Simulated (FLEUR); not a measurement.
## GdNi2: parallel and opposed starts

Aim: find out whether GdNi2 carries moments, and which collinear order costs least.

Program: FLEUR MaX-R8.1. Level of theory: LDA (VWN) with U = 4.02 eV, J = 0.7 eV on Gd f; all-electron FLAPW, Dirac cores, scalar-relativistic bands. Results are calculated unless marked as measured.

## (1) The structure

It takes space group Fd-3m (No. 227, cubic). The conventional cell has a = 7.146 Å, b = 7.146 Å, c = 7.146 Å, α = 90.00°, β = 90.00°, γ = 90.00°. Nearest to Gd lie 12 Ni at 2.96 Å and 4 Gd at 3.09 Å. Ni has 6 Ni at 2.53 Å and 6 Gd at 2.96 Å nearest. Farther neighbours are not listed.

Coordinates:

```xyz
6
Lattice="0.0000 3.5731 3.5731 3.5731 0.0000 3.5731 3.5731 3.5731 0.0000" Properties=species:S:1:pos:R:3 pbc="T T T"
Gd    0.0000    0.0000    0.0000
Gd    1.7865    1.7865    1.7865
Ni    4.4663    4.4663    4.4663
Ni    4.4663    2.6798    2.6798
Ni    2.6798    4.4663    2.6798
Ni    2.6798    2.6798    4.4663
```

The cell comes from a database of computed structures and need not be the stable phase.

## (2) Run 1 (ferro ++++++)

The parallel start comes first: it shows whether parallel moments hold. A Hubbard U acts on the open shell, since semilocal functionals spread its electrons too much.

The file n_mmp_mat seeds the f occupations with whole cubic orbitals by Hund's first rule, so that the U acts from the first pass. inpgen writes inp.xml from crystal.txt; cutoffs, mixing, functional, smearing and local orbitals are then set in the file. The k list default-1 (kpts.xml, not shown) is a Γ-centred 8×8×8 mesh; where the ranks do not divide the number of points, some are split in two of half the weight. The seed on Ni dies away in this run, so the pattern is judged on the other seeded atoms.

inp.xml reads:

```
<?xml version="1.0" encoding="UTF-8" standalone="no"?>
<fleurInput fleurInputVersion="0.39">
   <comment>
      GdNi2
   </comment>
   <calculationSetup>
      <cutoffs Kmax="3.6" Gmax="10.8" GmaxXC="10.8" numbands="0"/>
      <scfLoop itmax="130" minDistance="0.0001" maxIterBroyd="15" imix="Anderson" alpha="0.05" precondParam="0.0" spinf="2.0" sdNocoIR="T"/>
      <coreElectrons ctail="T" frcor="F" kcrel="0" coretail_lmax="0"/>
      <xcFunctional name="vwn" relativisticCorrections="F"/>
      <magnetism jspins="2"/>
      <soc l_soc="F" theta="0.0" phi="0.0" spav="F"/>
      <expertModes spex="0" secvar="F"/>
      <geometryOptimization l_f="F" forcealpha="1.0" forcemix="BFGS" epsdisp="0.00001" epsforce="0.00001"/>
      <ldaU l_linMix="F" mixParam="0.05" spinf="1.0"/>
   </calculationSetup>
   <cell>
      <bzIntegration valenceElectrons="108.0" mode="hist" fermiSmearingEnergy="0.00293995">
         <kPointListSelection listName="default-1"/>
         <xi:include xmlns:xi="http://www.w3.org/2001/XInclude" href="kpts.xml"> </xi:include>
      </bzIntegration>
      <xi:include xmlns:xi="http://www.w3.org/2001/XInclude" href="sym.xml"> </xi:include>
      <bulkLattice scale="1.0">
         <bravaisMatrix>
            <row-1>    0.0000000000000000     6.7521339302463481     6.7521339302463481</row-1>
            <row-2>    6.7521339302463481     0.0000000000000000     6.7521339302463481</row-2>
            <row-3>    6.7521339302463481     6.7521339302463481     0.0000000000000000</row-3>
         </bravaisMatrix>
      </bulkLattice>
   </cell>
   <atomSpecies>
      <species name="Gadolinium7.000" element="Gd" atomicNumber="64">
         <mtSphere radius="2.8" gridPoints="925" logIncrement="0.014"/>
         <atomicCutoffs lmax="10" lnonsphr="8"/>
         <electronConfig flipSpins="F">
            <coreConfig>(1s1/2) (2s1/2) (2p1/2) (2p3/2) (3s1/2) (3p1/2) (3p3/2) (4s1/2) (3d3/2) (3d5/2) (4p1/2) (4p3/2) (4d3/2) (4d5/2)</coreConfig>
            <valenceConfig>(5s1/2) (5p1/2) (5p3/2) (6s1/2) (4f5/2) (4f7/2) (5d3/2) (5d5/2)</valenceConfig>
            <stateOccupation state="(4f5/2)" spinUp="2.5" spinDown="0.5"/>
            <stateOccupation state="(4f7/2)" spinUp="4.0" spinDown="0.0"/>
            <stateOccupation state="(5d3/2)" spinUp="0.4" spinDown="0.0"/>
            <stateOccupation state="(5d5/2)" spinUp="0.6" spinDown="0.0"/>
         </electronConfig>
         <energyParameters s="6" p="6" d="5" f="4"/>
         <ldaU l="3" U="4.02" J="0.7" l_amf="F"/>
         <lo type="SCLO" l="0" n="5" eDeriv="0"/>
         <lo type="SCLO" l="1" n="5" eDeriv="0"/>
      </species>
      <species name="Nickel (Ni1.001" element="Ni" atomicNumber="28">
         <mtSphere radius="2.33" gridPoints="771" logIncrement="0.016"/>
         <atomicCutoffs lmax="8" lnonsphr="6"/>
         <electronConfig flipSpins="F">
            <coreConfig>(1s1/2) (2s1/2) (2p1/2) (2p3/2)</coreConfig>
            <valenceConfig>(3s1/2) (3p1/2) (3p3/2) (4s1/2) (3d3/2) (3d5/2)</valenceConfig>
            <stateOccupation state="(3d3/2)" spinUp="1.6" spinDown="1.6"/>
            <stateOccupation state="(3d5/2)" spinUp="2.9005" spinDown="1.8995"/>
         </electronConfig>
         <energyParameters s="4" p="4" d="3" f="4"/>
         <lo type="SCLO" l="0" n="3" eDeriv="0"/>
         <lo type="SCLO" l="1" n="3" eDeriv="0"/>
      </species>
   </atomSpecies>
   <atomGroups>
      <atomGroup species="Gadolinium7.000">
         <relPos label="                   1">-1.000/8.000 -1.000/8.000 -1.000/8.000</relPos>
         <relPos label="                   2">1.000/8.000 1.000/8.000 1.000/8.000</relPos>
         <force calculate="T" relaxXYZ="TTT"/>
      </atomGroup>
      <atomGroup species="Nickel (Ni1.001">
         <relPos label="                   3">1.000/2.000 1.000/2.000 1.000/2.000</relPos>
         <relPos label="                   4">.0000000000 1.000/2.000 1.000/2.000</relPos>
         <relPos label="                   5">1.000/2.000 .0000000000 1.000/2.000</relPos>
         <relPos label="                   6">1.000/2.000 1.000/2.000 .0000000000</relPos>
         <force calculate="T" relaxXYZ="TTT"/>
      </atomGroup>
   </atomGroups>
   <output dos="F" band="F" slice="F">
      <bandDOS minEnergy="-.5*Htr" maxEnergy="0.5*Htr" sigma="0.015" storeEVData="T"/>
      <plotting iplot="0" polar="F">
         <plot TwoD="T" vec1="  1.0  0.0  0.0" vec2="  0.0  1.0  0.0" vec3="  0.0  0.0  1.0" zero="  0.0  0.0  0.0" file="plot"/>
      </plotting>
      <moessbauerParams electricFieldGradient="F" isomerShift="F" coreHyperfine="F" valenceHyperfine="F"/>
   </output>
</fleurInput>
```

crystal.txt reads:

```
GdNi2
&input film=F cartesian=F /
0.00000000000  3.57307540090  3.57307540090
3.57307540090  0.00000000000  3.57307540090
3.57307540090  3.57307540090  0.00000000000
1.8897261246
1.0 1.0 1.0

6
64 0.00000000000  0.00000000000  0.00000000000 : 7.000
64 0.25000000000  0.25000000000  0.25000000000 : 7.000
28 0.62500000000  0.62500000000  0.62500000000 : 1.001
28 0.12500000000  0.62500000000  0.62500000000 : 1.001
28 0.62500000000  0.12500000000  0.62500000000 : 1.001
28 0.62500000000  0.62500000000  0.12500000000 : 1.001

&kpt div1=8 div2=8 div3=8 gamma=T /
```

The run is started by

```sh
$ OMP_NUM_THREADS=1 inpgen -f crystal.txt > inpgen.log  # inp.xml is then edited as shown
$ OMP_NUM_THREADS=1 mpirun -n 4 fleur_MPI > fleur.log
```

What it wrote:

```text
Welcome to FLEUR        (www.flapw.de)
      MaX-Release 8.1          (www.max-centre.eu)

 ========== k-point set info ==========
 Selected k-point list: default-1
 k-point list type: mesh
 0 x 0 x 0
 Number of k points: 32

 ------------Calculation Setup---------------------------
 Number of MPI-tasks      :            4
 Number of PE/node        :            4
 Number of OMP-threads    :            1
 k-points in parallel     :            4
 pe's per k-point         :            1
 No of k-point loops      :            8
 Eigenvalue solver        :       lapack
 Number of basis functions:          567
 Approximate size of matrices (H+S) per k-point:         0.005 GB
 --------------------------------------------------------
 Iteration:     1   Distance:      32.87920843 me/bohr^3
 Iteration:     2   Distance:      31.04961360 me/bohr^3
 Iteration:     3   Distance:      25.28529411 me/bohr^3
 Iteration:     4   Distance:      34.06832489 me/bohr^3
 Iteration:     5   Distance:       7.52357965 me/bohr^3
 Iteration:     6   Distance:       7.03542935 me/bohr^3
 Iteration:     7   Distance:       7.63556859 me/bohr^3
 Iteration:     8   Distance:       4.46888506 me/bohr^3
 Iteration:     9   Distance:       3.10401287 me/bohr^3
 Iteration:    10   Distance:       2.74500127 me/bohr^3
 Iteration:    11   Distance:       4.24808250 me/bohr^3
 Iteration:    12   Distance:       4.43969556 me/bohr^3
 Iteration:    13   Distance:       2.35952029 me/bohr^3
 Iteration:    14   Distance:       2.11901979 me/bohr^3
 Iteration:    15   Distance:       1.31115927 me/bohr^3
 Iteration:    16   Distance:       0.57907786 me/bohr^3
 Iteration:    17   Distance:       0.57453458 me/bohr^3
 Iteration:    18   Distance:       0.45911735 me/bohr^3
 Iteration:    19   Distance:       0.42956577 me/bohr^3
 Iteration:    20   Distance:       0.08970845 me/bohr^3
 Iteration:    21   Distance:       0.04878156 me/bohr^3
 Iteration:    22   Distance:       0.05575003 me/bohr^3
 Iteration:    23   Distance:       0.03027233 me/bohr^3
 Iteration:    24   Distance:       0.01945357 me/bohr^3
 Iteration:    25   Distance:       0.00756763 me/bohr^3
 Iteration:    26   Distance:       0.00038790 me/bohr^3
 Iteration:    27   Distance:       0.00074010 me/bohr^3
 Iteration:    28   Distance:       0.00017241 me/bohr^3
 Iteration:    29   Distance:       0.00005036 me/bohr^3

 ********************************************************************
 Run finished successfully
 Stop message:
   all done
 ********************************************************************

--- out.xml (last complete iteration) ---
<iteration numberForCurrentRun="   29" overallNumber="   29">
         [... left out ...]
         <bandgap value="0.0019458210" units="eV"/>
         <sumValenceSingleParticleEnergies value="-68.8046569559" units="Htr"/>
         <FermiEnergy value="0.3652747793" units="Htr"/>
         <valenceDensity>
            <mtCharges spin="1">
               <mtCharge atomType="1" total="11.7250907" s="1.1337212" p="3.0035717" d="0.6062361" f="6.9732537"/>
               <mtCharge atomType="2" total="8.5716012" s="1.2471058" p="3.2000966" d="4.1123981" f="0.0091402"/>
            </mtCharges>
            <mtCharges spin="2">
               <mtCharge atomType="1" total="4.6088241" s="1.1163255" p="2.9639741" d="0.4408613" f="0.0801915"/>
               <mtCharge atomType="2" total="8.6501087" s="1.2513235" p="3.1861148" d="4.2015487" f="0.0084458"/>
            </mtCharges>
            <spinDependentCharge spin="1" total="61.0820913" interstitial="3.3455053" mtSpheres="57.7365860"/>
            <spinDependentCharge spin="2" total="46.9179087" interstitial="3.0998255" mtSpheres="43.8180831"/>
            <totalCharge value="108.0000000000"/>
         </valenceDensity>
         [... left out ...]
         <allElectronCharges>
            <spinDependentCharge spin="1" total="127.0820913" interstitial="3.3455148" mtSpheres="123.7365765"/>
            <spinDependentCharge spin="2" total="112.9179087" interstitial="3.0998374" mtSpheres="109.8180713"/>
            <totalCharge value="239.9999999867"/>
         </allElectronCharges>
         <magneticMomentsInMTSpheres units="muBohr">
            <globalMagMoment atomType="1" vec="0.00000   0.00000   7.11627"/>
            <localMagMoment atomType="1" vec="0.00000   0.00000   7.11627"/>
            <globalMagMoment atomType="2" vec="0.00000   0.00000  -0.07851"/>
            <localMagMoment atomType="2" vec="0.00000   0.00000  -0.07851"/>
         </magneticMomentsInMTSpheres>
         <moessbauerParams unitsHFF="kG" unitsIS="e/bohr^3" unitsEFG="Htr/bohr^2">
         </moessbauerParams>
         <totalEnergy value="   -28619.7715143657" units="Htr">
            <sumOfEigenvalues value="   -17346.4106567142">
               <coreElectrons value="-17277.6059997582"/>
               <valenceElectrons value="-68.8046569559"/>
            </sumOfEigenvalues>
            <densityCoulombPotentialIntegral value="-47126.5513598055"/>
            <densityEffectivePotentialIntegral value="-48094.7938980899"/>
            <chargeDenXCDenIntegral value="-730.2435525062"/>
            <FockExchangeEnergyValence value="0.0000000000"/>
            <FockExchangeEnergyCore value="0.0000000000"/>
            <atomTypeDependentContributions atomType="1">
               <electronNucleiInteractionDifferentMTs value="27681.2272736391"/>
               <MadelungTerm value="-58.2318056416"/>
            </atomTypeDependentContributions>
            <atomTypeDependentContributions atomType="2">
               <electronNucleiInteractionDifferentMTs value="7295.7428637958"/>
               <MadelungTerm value="-40.2812338620"/>
            </atomTypeDependentContributions>
            <dftUCorrection value="-0.8476536061"/>
            <tkbTimesEntropy value="0.0023280190"/>
            <freeEnergy value="-28619.7738423848"/>
            <extrapolationTo0K value="-28619.7726783752"/>
         </totalEnergy>
         <ldaUDensityMatrix>
            <densityMatrixFor spin="1" atomType="1" uIndex="1" l="3" U="4.02000000" J="0.70000000">
               (+0.99633,+0.00000) (+0.00000,+0.00000) (+0.00000,+0.00000) (+0.00000,+0.00000) (-0.00002,+0.00000) (+0.00000,+0.00000) (+0.00000,+0.00000)
               (+0.00000,+0.00000) (+0.99579,+0.00000) (+0.00000,+0.00000) (+0.00000,+0.00000) (+0.00000,+0.00000) (+0.00057,+0.00000) (+0.00000,+0.00000)
               (+0.00000,+0.00000) (+0.00000,+0.00000) (+0.99634,+0.00000) (+0.00000,+0.00000) (+0.00000,+0.00000) (+0.00000,+0.00000) (-0.00002,+0.00000)
               (+0.00000,+0.00000) (+0.00000,+0.00000) (+0.00000,+0.00000) (+0.99631,+0.00000) (+0.00000,+0.00000) (+0.00000,+0.00000) (+0.00000,+0.00000)
               (-0.00002,+0.00000) (+0.00000,+0.00000) (+0.00000,+0.00000) (+0.00000,+0.00000) (+0.99634,+0.00000) (+0.00000,+0.00000) (+0.00000,+0.00000)
               (+0.00000,+0.00000) (+0.00057,+0.00000) (+0.00000,+0.00000) (+0.00000,+0.00000) (+0.00000,+0.00000) (+0.99579,+0.00000) (+0.00000,+0.00000)
               (+0.00000,+0.00000) (+0.00000,+0.00000) (-0.00002,+0.00000) (+0.00000,+0.00000) (+0.00000,+0.00000) (+0.00000,+0.00000) (+0.99633,+0.00000)
            </densityMatrixFor>
            <densityMatrixFor spin="2" atomType="1" uIndex="1" l="3" U="4.02000000" J="0.70000000">
               (+0.01211,+0.00000) (+0.00000,+0.00000) (+0.00000,+0.00000) (+0.00000,+0.00000) (+0.00048,+0.00000) (+0.00000,+0.00000) (+0.00000,+0.00000)
               (+0.00000,+0.00000) (+0.00989,+0.00000) (+0.00000,+0.00000) (+0.00000,+0.00000) (+0.00000,+0.00000) (+0.00159,+0.00000) (+0.00000,+0.00000)
               (+0.00000,+0.00000) (+0.00000,+0.00000) (+0.01186,+0.00000) (+0.00000,+0.00000) (+0.00000,+0.00000) (+0.00000,+0.00000) (+0.00048,+0.00000)
               (+0.00000,+0.00000) (+0.00000,+0.00000) (+0.00000,+0.00000) (+0.01248,+0.00000) (+0.00000,+0.00000) (+0.00000,+0.00000) (+0.00000,+0.00000)
               (+0.00048,+0.00000) (+0.00000,+0.00000) (+0.00000,+0.00000) (+0.00000,+0.00000) (+0.01186,+0.00000) (+0.00000,+0.00000) (+0.00000,+0.00000)
               (+0.00000,+0.00000) (+0.00159,+0.00000) (+0.00000,+0.00000) (+0.00000,+0.00000) (+0.00000,+0.00000) (+0.00989,+0.00000) (+0.00000,+0.00000)
               (+0.00000,+0.00000) (+0.00000,+0.00000) (+0.00048,+0.00000) (+0.00000,+0.00000) (+0.00000,+0.00000) (+0.00000,+0.00000) (+0.01211,+0.00000)
            </densityMatrixFor>
         </ldaUDensityMatrix>
         <ldaUDensityMatrixConvergence>
            <distance spin="1" distance="0.000000"/>
            <distance spin="2" distance="0.000001"/>
         </ldaUDensityMatrixConvergence>
         <densityConvergence units="me/bohr^3">
            <chargeDensity spin="1" distance="0.0000148993"/>
            <chargeDensity spin="2" distance="0.0000359031"/>
            <overallChargeDensity distance="0.0000220434"/>
            <spinDensity distance="0.0000503600"/>
         </densityConvergence>
      </iteration>
```

Elapsed: 94 s, on 4 MPI ranks of Arm Neoverse V1, shared host; peak memory 0.28 GiB.

Spin moment in the muffin-tin sphere by atom:

| atom | spin moment in the muffin-tin sphere (μB) |
| --- | --- |
| Gd1 | 7.12 |
| Gd2 | 7.12 |
| Ni3 | -0.08 |
| Ni4 | -0.08 |
| Ni5 | -0.08 |
| Ni6 | -0.08 |

Read from the output:

| Quantity | Value |
| --- | --- |
| free energy | -778783.7203 eV |
| program's band gap on this mesh (in a metal only a level spacing) | 0.001946 eV |
| magnetization | 14.16 μB |
| final state | ferromagnetic, with opposed induced moments |

After 29 cycles the largest moment stands at 7.12 μB.

[end of part 1 of 2]

[Logs and program files are shortened in this print: banners, set-up blocks, solver, clock and traceback lines can be left out without a mark of their own.]

[Logs are printed without paths, hosts, clocks, repeated set-up lines and the standing remarks that a program may print on its own settings, such as how far it seeks lower states.]

[Hosts, paths, dates, database ids (printed as entryN), source tags and the programs' standing remarks are cut or masked in the printed files.]

[Where a cell is said to come from a database of computed structures, the database is the Materials Project.]
